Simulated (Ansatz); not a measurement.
## AgC (built on the sites of a database entry of LiC): a soft mode frozen in

Aim: this structure of AgC (built on the sites of a database entry of LiC) is to be tested for unstable modes, and one is followed downhill.

Calculated with Ansatz 0.2.0; DFT PBEsol, scalar-relativistic, plane waves, PAW.

The structure was built from a prototype and need not be the compound's stable phase.

**1. Starting point**

Symmetry: Immm, No. 71, orthorhombic system. The conventional cell has a = 3.538 Å, b = 4.862 Å, c = 6.273 Å, α = 90.00°, β = 90.00°, γ = 90.00°. Ag has 6 C at 2.26 to 2.58 Å nearest. Nearest to C lie 1 C at 1.28 Å and 6 Ag at 2.26 to 2.58 Å. Farther neighbours are not listed.

As a file:

```cif
data_structure
_symmetry_space_group_name_H-M 'P 1'
_symmetry_Int_Tables_number 1
_cell_length_a 4.3449
_cell_length_b 4.3449
_cell_length_c 4.3449
_cell_angle_alpha 131.954
_cell_angle_beta 111.953
_cell_angle_gamma 87.572
_cell_volume 53.95
loop_
_atom_site_label
_atom_site_type_symbol
_atom_site_fract_x
_atom_site_fract_y
_atom_site_fract_z
_atom_site_occupancy
Ag1 Ag 0.71882 0.21882 0.50000 1
Ag2 Ag 0.28118 0.78118 0.50000 1
C3 C 0.13197 0.00000 0.13197 1
C4 C 0.86803 0.00000 0.86803 1
```

**2. Response at finite wavevector**

The cell comes from relaxations at this level that are not shown. Stability and thermal properties need the whole zone. Linear response on a 2×2×2 q mesh gives force constants as far as a supercell of that size would, and the tensors from the zone-centre run are typed in so that the long-range dipole term is interpolated apart.

File input.yaml:

```yaml
crystal:
  lattice:
    - [-1.7688297355, 2.4311252539, 3.1367103838]
    - [1.7688297355, -2.4311252539, 3.1367103838]
    - [1.7688297355, 2.4311252539, -3.1367103838]
  atoms:
    - { symbol: Ag, position: [0.7188214507, 0.2188214507, 0.5] }
    - { symbol: Ag, position: [0.2811785493, 0.7811785493, 0.5] }
    - { symbol: C, position: [0.1319706291, 0.0, 0.1319706291] }
    - { symbol: C, position: [0.8680293709, 0.0, 0.8680293709] }
kpoints:
  mp_grid: { grid: [8, 8, 8] }
hamiltonian:
  xc: pbesol
scf:
  occupations: { method: fixed }
output:
  eigenvalues: true
phonons:
  method: dfpt
  qmesh: [2, 2, 2]
  temperatures: { t_max: 1000, t_step: 50 }
  qpath:
    path:
      - [[0.0, 0.0, 0.0], [0.5, 0.5, -0.5], [0.32949929, 0.67050071, -0.32949929]]
      - [[-0.32949929, 0.32949929, 0.32949929], [0.0, 0.0, 0.0], [0.40017783, -0.40017783, 0.40017783]]
      - [[0.59982217, 0.40017783, -0.40017783], [0.5, 0.5, -0.5]]
      - [[0.0, 0.0, 0.0], [0.0, 0.5, 0.0], [0.25, 0.25, 0.25], [0.5, 0.0, 0.0], [0.0, 0.0, 0.0], [0.0, 0.0, 0.5], [0.25, 0.25, 0.25]]
    npoints: 10
  non_analytic_term:
    high_frequency_dielectric_tensor: [[6.243, 0.0, 0.0], [0.0, 9.6562, 0.0], [0.0, 0.0, 10.2556]]
    born_effective_charges:
      - { species: Ag, tensor: [[0.706, 0.0, 0.0], [0.0, 0.5228, 0.0], [0.0, 0.0, 0.9714]] }
      - { species: Ag, tensor: [[0.706, 0.0, 0.0], [0.0, 0.5228, 0.0], [0.0, 0.0, 0.9714]] }
      - { species: C, tensor: [[-0.706, 0.0, 0.0], [0.0, -0.5228, 0.0], [0.0, 0.0, -0.9714]] }
      - { species: C, tensor: [[-0.706, 0.0, 0.0], [0.0, -0.5228, 0.0], [0.0, 0.0, -0.9714]] }
    source: "zone-centre run at this cell"
```

Command:

```console
> ansatz run input.yaml --threads 8 --pin off --max-ram 14336MiB --backend cpu --events-out ev --progress --plain --runs-dir out
```

Numbers of over 12 decimals in the logs are rounded to 6 here.

The log of the run:

```text
Warning: phonons: the dynamical matrix that this run interpolates holds no multipole term above the dipole-dipole one, and a site of this crystal is no centre of inversion, so its interpolated transverse optical and acoustic branches and sound speeds can stay off near Gamma, and the density of states and the thermodynamics with them. What a run solves at a wave vector of phonons.qpoints, Gamma apart, where the deck admits one, is free of this, and under fd what a larger phonons.supercell samples
Engine: ansatz 0.2.0, x86_64-unknown-linux-gnu
Pseudopotentials: kind: paw
Pseudopotential: Ag, paw, valence charge 19, recommended cutoff 420 eV (normal), Ag.paw.azcp
Pseudopotential: C, paw, valence charge 4, recommended cutoff 420 eV (normal), C.paw.azcp
Functional definition: PBEsol
  exchange = pbesol_x
  correlation = pbesol_c
Crystal: 4 atoms, lattice volume = 53.955 Å³
Basis set: ecut = 420 eV, 1047 PW (Γ), exchange–correlation on 60×60×60 points (8 copies of the dense FFT grid, shifted against one another)
Bands: 28, of which v1, the nominal top of the filled ones, is band 23 counted from 1 (22 counted from 0)
Symmetry: 8 space group operations
k-points: 95 of 512
Non-local potential: Ag, projectors of the file, l = 0: 3, l = 1: 2, l = 2: 2, l = 3: 1
Non-local potential: C, projectors of the file, l = 0: 2, l = 1: 2, l = 2: 1
PAW form: soft (Blöchl's): semilocal exchange-correlation on the pseudo side does not see the compensation charge
PAW frozen core: Ag, regenerated for the run's functional, and the local potential with it (the file was generated under x = pbe(κ = 0.804, μ = 0.219515), c = pbe(β = 0.066725))
PAW frozen core: C, regenerated for the run's functional, and the local potential with it (the file was generated under x = pbe(κ = 0.804, μ = 0.219515), c = pbe(β = 0.066725))
PAW one-centre angular grid: Ag, 590 points (default); XC on 64 Gauss nodes
PAW one-centre angular grid: C, 110 points (default); XC on 64 Gauss nodes
Initial density: superposition of atomic densities (neutral atoms: chi_scale 0, normalization atom), corrected by the library's trained network
Initial wavefunctions: pseudopotential atomic-orbital guess
Functional: x = pbesol(κ = 0.804, μ = 0.123457), c = pbesol(β = 0.046)
SCF iter   1: F=—  HF=-15533.924818 eV  |F-HF|=—  |Δ(HF+E_count)|=         —  Δρ=1.33e-2  dr2=1.01e-1  ethr=1.77e-3  ⟨swp⟩=4.0  Hψ=8113  notcnv=0  defer=221
preconditioner: auto → none  [insulator: Δε(μ)=0.639 eV  Ē_g=9.656 eV  n_scr=16 (ndim 8)  ℏωp=27.7 eV  f_vac=0.029  ε∞_Penn≈9.2]
SCF iter   2: F=—  HF=-15533.896045 eV  |F-HF|=—  |Δ(HF+E_count)|=   2.88e-2  Δρ=3.60e-3  dr2=3.71e-3  ethr=2.20e-4  ⟨swp⟩=2.1  Hψ=4978  notcnv=0  defer=279
SCF iter   3: F=—  HF=-15533.895118 eV  |F-HF|=—  |Δ(HF+E_count)|=   9.27e-4  Δρ=1.34e-3  dr2=4.25e-4  ethr=8.06e-6  ⟨swp⟩=2.0  Hψ=4335  notcnv=0  defer=285
SCF iter   4: F=—  HF=-15533.895297 eV  |F-HF|=—  |Δ(HF+E_count)|=   1.79e-4  Δρ=7.47e-4  dr2=3.02e-4  ethr=9.23e-7  ⟨swp⟩=2.0  Hψ=4170  notcnv=0  defer=285
SCF iter   5: F=—  HF=-15533.895239 eV  |F-HF|=—  |Δ(HF+E_count)|=   5.79e-5  Δρ=1.25e-4  dr2=3.09e-6  ethr=6.57e-7  ⟨swp⟩=2.0  Hψ=3871  notcnv=0  defer=128
SCF iter   6: F=—  HF=-15533.895243 eV  |F-HF|=—  |Δ(HF+E_count)|=   3.42e-6  Δρ=2.97e-5  dr2=1.95e-7  ethr=6.71e-9  ⟨swp⟩=2.0  Hψ=3904  notcnv=0  defer=95
SCF iter   7: F=—  HF=-15533.895243 eV  |F-HF|=—  |Δ(HF+E_count)|=   2.06e-7  Δρ=7.34e-6  dr2=9.21e-9  ethr=4.24e-10  ⟨swp⟩=2.0  Hψ=3925  notcnv=0  defer=95
SCF iter   8: F=—  HF=-15533.895243 eV  |F-HF|=—  |Δ(HF+E_count)|=   8.55e-9  Δρ=8.34e-7  dr2=1.52e-10  ethr=2.00e-11  ⟨swp⟩=2.0  Hψ=3851  notcnv=0  defer=95
SCF iter   9: F=-15533.895243 eV  HF=-15533.895243 eV  |F-HF|=1.82e-12  |Δ(HF+E_count)|=  3.09e-11  Δρ=1.68e-7  dr2=5.87e-12  ethr=1.00e-12  ⟨swp⟩=11.0  Hψ=14554  notcnv=0
SCF 1 converged in 9 iterations: F = -15533.895243 eV  dr2 = 5.87e-12
  greatest PAW one-centre occupation: 1.001 electrons in one spin orbital (limit 2), on the Ag atom at site 1 (counted from 0), in its partial waves of l = 0
NSCF: frozen V_eff on 95 k-points
NSCF: frozen V_eff on 150 k-points
DFPT response loops at q = (0, 0, 0) (fractional): preconditioner auto → Resta (q_TF=auto, 2.657 Å⁻¹)  ε∞=9.1 (no band partly filled); β = 1.00, the filter's whole step (`scf.mixing.beta` (0.50) is not read by the response loops at its default; to damp them type it under 1.00, their step now; it binds the ground state too); Broyden in place of MSR1
NSCF: frozen V_eff on 520 k-points
DFPT response loops at q = (0, 0, -0.5) (fractional): mixed as the last ones told, above
NSCF: frozen V_eff on 520 k-points
DFPT response loops at q = (0, -0.5, 0) (fractional): mixed as the last ones told, above
NSCF: frozen V_eff on 300 k-points
DFPT response loops at q = (0, -0.5, -0.5) (fractional): mixed as the last ones told, above
NSCF: frozen V_eff on 300 k-points
DFPT response loops at q = (-0.5, -0.5, -0.5) (fractional): mixed as the last ones told, above
SCF converged after 9 iterations
Free energy (F): -15533.895243 eV
Harris-Foulkes:  -15533.895243 eV  (|F-HF|=1.82e-12)
Internal energy: -15533.895243 eV  (E = F + TS)
E sigma→0 (E₀):  -15533.895243 eV
Fermi energy:    12.160150 eV
--- Per-component energies (eV) ---
  E_band       = -588.438479
  E_kinetic    = 1225.076142
  E_local      = -5449.124488  (includes V_loc(G=0)·N_el)
  E_nonlocal   = 223.283111
  E_hartree    = 2415.391941
  E_xc         = -459.077734
  E_vxc        = -582.485733  (∫ρ·V_xc dr)
  E_paw        = -7860.115456  (= ΣΔE_a)
  E_vpaw       = -835.972036  (= ΣTr[D̂ρ^β])
  E_aug_tail   = 0.000615  (compensation charges beyond the density's cutoff)
  E_ewald      = -5630.017052
  E_core_change = 0.687679  (= ΣΔE_core)
  E_smearing   = -0.000000  (= −TS)
  E_closure    = 0.000000  (closes the sum)
  Σ components = -15533.895243   (vs F -15533.895243, Δ=0.00e0)
--- Band table (eV; the first three rows and the last of 95) ---
  k-point 0: bands = [... 19 lower, 9.8513, 11.7773, 12.0923, 12.1548, 12.8851, 16.1206, 17.8563, 19.7673, ... 1 higher]
  k-point 1: bands = [... 19 lower, 9.7506, 11.4097, 11.6681, 12.1073, 13.6249, 16.2980, 17.4432, 19.7203, ... 1 higher]
  k-point 2: bands = [... 19 lower, 9.8321, 10.7171, 11.1830, 11.9966, 14.5428, 16.0297, 17.1937, 18.7401, ... 1 higher]
  k-point 94: bands = [... 19 lower, 9.1404, 9.7588, 9.8947, 10.2145, 17.0365, 17.5721, 17.6162, 17.7719, ... 1 higher]
--- Phonons (Γ-DFPT): 6 representative perturbations + reference (Σ response iterations 19) ---
  ASR residual: 1.255e-4 → 0.000e0 eV/Å²; symmetrization residual: 1.265e-6 eV/Å²
  ASR residual per site (eV/Å²): 2.87e-5 2.87e-5 1.25e-4 1.25e-4
  Γ frequencies (cm⁻¹): -95.81 0.00 0.00 0.00 57.43 110.06 149.40 155.19 258.24 284.38 289.94 1732.21
--- Phonons (arbitrary-q DFPT): 5 irreducible q on the 2×2×2 mesh ---
  q = [0.0000, 0.0000, 0.0000] (star 1, of the zone-centre solve; hermiticity 3.73e-8, symmetrization 1.75e-14): -95.81 -0.00 0.00 0.00 57.43 110.06 149.40 155.19 258.24 284.38 289.94 1732.21
  q = [0.0000, 0.0000, -0.5000] (star 2, 6 solved perturbations in 900 linear systems a pass and spin channel, the states on 260 of 512 k-point pairs; hermiticity 5.25e-8, symmetrization 6.59e-14): 26.68 52.47 70.03 78.04 110.09 130.24 138.78 190.07 270.98 287.77 406.96 1723.82
  q = [0.0000, -0.5000, 0.0000] (star 2, 6 solved perturbations in 900 linear systems a pass and spin channel, the states on 260 of 512 k-point pairs; hermiticity 5.13e-8, symmetrization 6.05e-14): 40.22 61.17 61.41 72.99 81.12 95.03 150.03 236.43 263.81 308.59 321.94 1737.16
  q = [0.0000, -0.5000, -0.5000] (star 2, 6 solved perturbations on 150 of 512 k-point pairs; hermiticity 7.57e-8, symmetrization 6.24e-14): 29.39 53.57 76.41 79.19 92.55 118.23 126.43 134.95 199.52 311.46 409.33 1726.41
  q = [-0.5000, -0.5000, -0.5000] (star 1, 6 solved perturbations in 570 linear systems a pass and spin channel, the states on 150 of 512 k-point pairs; hermiticity 6.32e-8, symmetrization 7.34e-14): 6.57 53.21 71.43 74.80 77.90 89.12 138.34 165.10 213.09 330.83 357.21 1748.07
  sum rule: each row above includes the acoustic sum rule's correction from the zone centre's row sums; it moved no ω² by more than (1.69 cm⁻¹)²
  mesh force constants: q→R imaginary residual 2.00e-18; ASR residual 1.255e-4 → 0.000e0 eV/Å²; symmetrization residual 5.684e-14 eV/Å²
  interpolated dispersion: 116 rows × 12 modes
  density of states and harmonic sums: on the 16×20×22 q-mesh, interpolated from the force constants of a 2×2×2 supercell (with the dipole–dipole term of supplied tensors)
  largest difference from the sums on the solved wave vectors: F 7.31e-2 eV, S 1.01e-4 and C_V 2.82e-5 eV/K
  zero-point energy: 0.209706 eV/cell   skipped modes (ω ≤ 0): 606, of them read as no rigid motion or as one in doubt: 603 (1.720e-1 modes/cell left out, lowest -95.81 cm⁻¹)   left out of the sums: 1.44e-2 of the cell's modes: C_V's classical limit lies that fraction below 3 k_B per atom; for a crystal, a wire or a layer, F and S can be off by more, and a phonons.interpolated_qmesh denser along its periods is the remedy for the sampling
```

Wall time 88 s (8 threads of Intel Xeon Platinum 8259CL at 2.50GHz (Skylake/Cascade Lake), shared host); peak memory 1.2 GiB.

The column dr2 measures how far the density is from self-consistency, as an energy; F and HF (Harris–Foulkes) agree once it is small.

Numbers from this step:

```
gap on the k-mesh                                       : 0.7250 eV
volume per atom                                         : 13.49 Å³
sum-rule residual before enforcement                    : 1.25e-4 eV/Å²
lowest frequency on the path                            : -95.81 cm⁻¹
point group                                             : mmm
highest frequency on the path or at a solved wavevector : 1748 cm⁻¹
highest optical mode at the zone centre (no LO-TO term) : 1732 cm⁻¹
lowest optical zone-centre mode                         : -95.81 cm⁻¹
lowest mode on the q mesh (acoustic modes at Γ apart)   : -95.81 cm⁻¹
```

Frequencies (cm⁻¹) solved at each irreducible wavevector; negative means imaginary. Frequencies by wavevector, by row:

```tsv
q in reciprocal lattice units	star	mode 1	mode 2	mode 3	mode 4	mode 10	mode 11	mode 12
0 0 0	1	-95.8	0	0	0	284.4	289.9	1732
0 0 -0.5	2	26.7	52.5	70	78	287.8	407	1724
0 -0.5 0	2	40.2	61.2	61.4	73	308.6	321.9	1737
0 -0.5 -0.5	2	29.4	53.6	76.4	79.2	311.5	409.3	1726
-0.5 -0.5 -0.5	1	6.6	53.2	71.4	74.8	330.8	357.2	1748
```

Interpolated from a 2×2×2 q mesh, rough between the solved points, with the LO-TO term (at Γ the limit along the path; where Γ stands inside the path, tables give the limit on arrival). Phonon branches along the path, in cm⁻¹:

```tsv
point	branch 1	branch 2	branch 3	branch 4	branch 9	branch 10	branch 11	branch 12
Γ	-96	0	0	0	284	287	290	1732
halfway	-28	43	65	88	223	312	323	1740
X	7	53	71	75	213	331	357	1748
halfway	17	73	78	79	237	328	346	1746
F2	29	73	75	79	272	318	321	1742
jump to Σ0	29	73	75	79	272	318	321	1742
halfway	30	38	58	69	264	267	298	1734
Γ	0	0	0	57	258	284	290	1732
halfway	-86	34	36	46	184	325	394	1725
Y0	19	27	68	70	206	352	360	1742
jump to U0	19	27	68	70	206	352	360	1742
halfway	11	48	70	73	211	339	356	1746
X	7	53	71	75	213	331	357	1748
jump to Γ	-31	0	0	0	270	284	290	1732
halfway	34	37	42	67	268	288	299	1735
R	40	61	61	73	264	309	322	1737
halfway	42	50	61	73	280	314	360	1731
W	34	45	59	62	291	303	407	1724
halfway	36	45	65	67	243	307	408	1725
S	29	54	76	79	200	312	409	1726
halfway	-50	31	47	58	230	305	356	1729
Γ	-96	0	0	0	267	290	292	1732
halfway	30	38	60	86	219	298	352	1728
T	27	52	70	78	271	288	407	1724
halfway	31	48	66	72	282	296	407	1724
W	34	45	59	62	291	303	407	1724
```

Symmetry leaves 5 wavevectors to solve. The lowest mode among them, the acoustic zeros apart, lies at Γ and is imaginary, 95.8i cm⁻¹, so the energy falls along it.

**3. The mode frozen in, largest atomic shift 0 Å**

The mode followed lies at Γ with frequency 95.8i cm⁻¹, the softest among the wavevectors solved. At small amplitude the distorted cell has space group no. 44 by a symmetry search on the positions. The undistorted cell that holds it gives the zero of energy on the same k mesh.

input.yaml, the sections that differ from step 2:

```yaml
scf:
  occupations: { method: gaussian, width: 0.02 }
output:
  forces: true
  stress: true
  eigenvalues: true
# crystal, kpoints, hamiltonian: as in step 2
# phonons: removed
```

The log of the run:

```text
[...]
Crystal: 4 atoms, lattice volume = 53.955 Å³
Basis set: ecut = 420 eV, 1047 PW (Γ), exchange–correlation on 60×60×60 points (8 copies of the dense FFT grid, shifted against one another)
Bands: 28, of which v1, the nominal top of the filled ones, is band 23 counted from 1 (22 counted from 0)
Symmetry: 8 space group operations
[...]
k-points: 95 of 512
[...]
--- Band table (eV; the first three rows and the last of 95) ---
  k-point 0: bands = [... 19 lower, 9.8513, 11.7773, 12.0923, 12.1548, 12.8851, 16.1206, 17.8563, 19.7673]
  k-point 1: bands = [... 19 lower, 9.7506, 11.4097, 11.6681, 12.1073, 13.6249, 16.2980, 17.4433, 19.7203]
  k-point 2: bands = [... 19 lower, 9.8322, 10.7171, 11.1830, 11.9966, 14.5428, 16.0297, 17.1937, 18.7401]
  k-point 94: bands = [... 19 lower, 9.1404, 9.7588, 9.8947, 10.2145, 17.0365, 17.5721, 17.6162, 17.7719]
[key lines of the parts left out:]
SCF converged after 7 iterations
Free energy (F): -15533.895243 eV
Fermi energy:    12.523006 eV
P = ⅓ Tr σ = -0.0011 GPa (-0.011 kbar)
```

Elapsed: 1.1 s, on 8 threads; peak memory 0.5 GiB; 6.6 s of CPU time.

This step gave:

```yaml
pressure: -0.001126 GPa
gap_on_the_k_mesh: 0.7249 eV
energy_from_the_undistorted_cell: 0 meV/atom
```

At this level the gap is 0.72 eV on the k-mesh of the self-consistent run, which can miss the band edges.

**4. The mode frozen in, largest atomic shift 0.22 Å**

The atoms are moved along the unstable eigenvector, the largest shift by 0.22 Å, with the cell fixed.

input.yaml, the sections that differ from step 3:

```yaml
crystal:
  lattice:
    - [-1.7688297355, 2.4311252539, 3.1367103838]
    - [1.7688297355, -2.4311252539, 3.1367103838]
    - [1.7688297355, 2.4311252539, -3.1367103838]
  atoms:
    - { symbol: Ag, position: [0.7188214507, 0.2118968874, 0.4930754367] }
    - { symbol: Ag, position: [0.2811785493, 0.774253986, 0.4930754367] }
    - { symbol: C, position: [0.1319706291, 0.0621880093, 0.1941586383] }
    - { symbol: C, position: [0.8680293709, 0.0621880093, 0.9302173802] }
# kpoints, hamiltonian, scf, output: as in step 3
```

The log of the run:

```text
[...]
Crystal: 4 atoms, lattice volume = 53.955 Å³
Basis set: ecut = 420 eV, 1047 PW (Γ), exchange–correlation on 60×60×60 points (8 copies of the dense FFT grid, shifted against one another)
Bands: 28, of which v1, the nominal top of the filled ones, is band 23 counted from 1 (22 counted from 0)
Symmetry: 4 space group operations
[...]
k-points: 95 of 512 (time reversal used)
[...]
--- Band table (eV; the first three rows and the last of 95) ---
  k-point 0: bands = [... 19 lower, 9.8238, 11.7407, 11.8478, 12.1447, 12.8779, 16.4164, 17.5726, 19.7843]
  k-point 1: bands = [... 19 lower, 9.7161, 11.3944, 11.4384, 12.1413, 13.5919, 16.4935, 17.2441, 19.7985]
  k-point 2: bands = [... 19 lower, 9.7861, 10.5920, 11.1893, 12.0195, 14.4759, 15.9885, 17.1829, 18.8812]
  k-point 94: bands = [... 19 lower, 9.1216, 9.7328, 9.9554, 10.5221, 17.1892, 17.5530, 17.7894, 17.8750]
[key lines of the parts left out:]
SCF converged after 7 iterations
Free energy (F): -15533.906924 eV
Fermi energy:    12.563144 eV
P = ⅓ Tr σ = 0.3791 GPa (3.791 kbar)
```

Elapsed: 1.6 s, on 8 threads; peak memory 0.56 GiB.

Numbers from this step:

```
pressure                         : 0.3791 GPa
gap on the k-mesh                : 0.6299 eV
energy from the undistorted cell : -2.92 meV/atom
```

The energy, extrapolated to zero smearing, is -2.92 meV/atom against the undistorted cell.

The run ends at a pressure of 0.38 GPa, with forces up to 0.26 eV/Å.

**5. Energy along the mode, all amplitudes (two of the runs are shown above)**

An imaginary frequency means negative curvature, so the energy should fall and then rise again as anharmonic terms take over.

This step gave:

| Quantity | Value |
| --- | --- |
| depth at the lowest point sampled | 2.92 meV/atom |
| largest atomic shift at that point | 0.22 Å |

Energy from the parent against largest atomic shift:

```tsv
largest atomic shift (Å)	energy from the parent (meV/atom)
0.000	0
0.040	-0.177
0.080	-0.675
0.140	-1.78
0.220	-2.92
0.320	-0.764
0.450	16.0
```

Displacement at unit largest shift by atom:

```tsv
atom	x (Å)	y (Å)	z (Å)	size
Ag1	-0.11	0.00	0.00	0.11
Ag2	-0.11	0.00	0.00	0.11
C3	1.00	0.00	0.00	1.00
C4	1.00	0.00	0.00	1.00
```

The lowest of the steps tried is at 0.22 Å, 2.92 meV/atom below the parent; the bottom of the well need not coincide with a step.

[end of part 1 of 3]

[Logs are printed without paths, hosts, clocks, repeated set-up lines and the standing remarks that a program may print on its own settings, such as how far it seeks lower states.]

[Hosts, paths, dates, database ids (printed as entryN), source tags and the programs' standing remarks are cut or masked in the printed files.]
